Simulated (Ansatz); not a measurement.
```
! title: From HSE06 to G0W0: SrWO4 (I4_1/a)
! method: G0W0 on HSE06, plane waves, PAW (and 1 further level or step)
! program: Ansatz 0.2.0
! settings of one run: cutoff 420 eV, 4×4×4 k-mesh, default PAW, empty bands 968, screening cutoff 180 eV, screening contour deformation, QP bands (v4, c4)
! cost: 2 runs, 5.1 min in all on 1 × NVIDIA H100 80GB HBM3 (shared by 6 runs) with 3 threads of AMD EPYC 7R13 (Zen 3), shared host (the runs of this entry)
! notes: In doubt: masses and optical values from hybrid runs of this build are listed as unsure (in some of the runs), which bears on the screening that GW takes from such a start. The cell and positions are those that the Materials Project relaxed with its own functionals (PBE, PBE+U or r2SCAN), kept fixed. Limits: no spin-orbit coupling. The differences hold parts that these runs do not separate: finite bands, cutoffs and mesh, points of the zone that were not corrected, the start of G0W0, spin-orbit coupling missing from it, static nuclei, no electron-hole attraction, a cell that is not a measured one, and what each experiment reads as the gap. [rest of the remark cut]
! HSE06 gap over mesh and listed points: 5.964 eV, direct, at k = Γ
! G0W0@HSE06 gap over all 14 irreducible mesh points: 7.151 eV, direct, at k = Γ
! GW settings: 4×4×4 mesh, 968 empty bands, screening to 180 eV
! known limits: finite bands, screening cutoff and k mesh; no spin-orbit coupling in G0W0
CELL_PARAMETERS angstrom
-2.72011 2.72011 5.96993
2.72011 -2.72011 5.96993
2.72011 2.72011 -5.96993
ATOMIC_POSITIONS crystal
Sr 0.75000 0.25000 0.50000
Sr 0.00000 0.00000 0.00000
W 0.25000 0.75000 0.50000
W 0.50000 0.50000 0.00000
O 0.44084 0.81857 0.09340
O 0.56857 0.97518 0.87773
O 0.09744 0.69084 0.12227
O 0.72518 0.34744 0.90660
O 0.02482 0.90256 0.59340
O 0.65256 0.55916 0.37773
O 0.18143 0.27482 0.62227
O 0.30916 0.43143 0.40660
```

[Paths, hosts, dates, memory and timing lines, banners, echoed tables and standing remarks are left out of the program output.]

[Logs are printed without paths, hosts, clocks, repeated set-up lines and the standing remarks that a program may print on its own settings, such as how far it seeks lower states.]

[Runs of the session that timed out or met a known fault of the program may be left out.]

[Cells called generated may have been cut or substituted from an entry of the Crystallography Open Database or the Materials Project.]

[Hosts, paths, dates, database ids (printed as entryN), source tags and the programs' standing remarks are cut or masked in the printed files.]
